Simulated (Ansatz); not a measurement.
Consider TmI2 (P-3m1).

```xyz
3
Lattice="-2.8922 0.0000 -2.8922 2.8922 -2.8922 0.0000 -4.3932 -4.3932 4.3932" Properties=species:S:1:pos:R:3 pbc="T T T"
Tm    0.0000    0.0000    0.0000
I    -4.2623   -4.2623    1.3701
I    -0.1309   -3.0231    0.1309
```

The cell and positions are those that the Materials Project relaxed with its own functionals (PBE, PBE+U or r2SCAN), kept fixed. Spin-orbit coupling is left out unless a run names it. PAW set soft_2, made with PBE.

A constrained-RPA run (Ansatz 0.2.0; non-magnetic LDA; Tm f, bands v7 to v1, 6×6×2 mesh, medium accuracy) builds 7 functions on bands 0.21 eV wide, with 13.0 electrons in the window. The bare on-site interaction is 33.0 eV and the bare J 0.89 eV.

What U and J survive the screening?

On the Tm f shell, U = 5.32 eV (16 % of the bare value), U′ = 3.84 eV, J = 0.69 eV.

The parent state is non-magnetic and the interaction static (zero frequency); U depends on the window and the orbitals, so it belongs to this model alone.

[Paths, hosts, dates, memory and timing lines, banners, echoed tables and standing remarks are left out of the program output.]

[Logs are printed without paths, hosts, clocks, repeated set-up lines and the standing remarks that a program may print on its own settings, such as how far it seeks lower states.]

[Runs of the session that timed out or met a known fault of the program may be left out.]

[Hosts, paths, dates, database ids (printed as entryN), source tags and the programs' standing remarks are cut or masked in the printed files.]
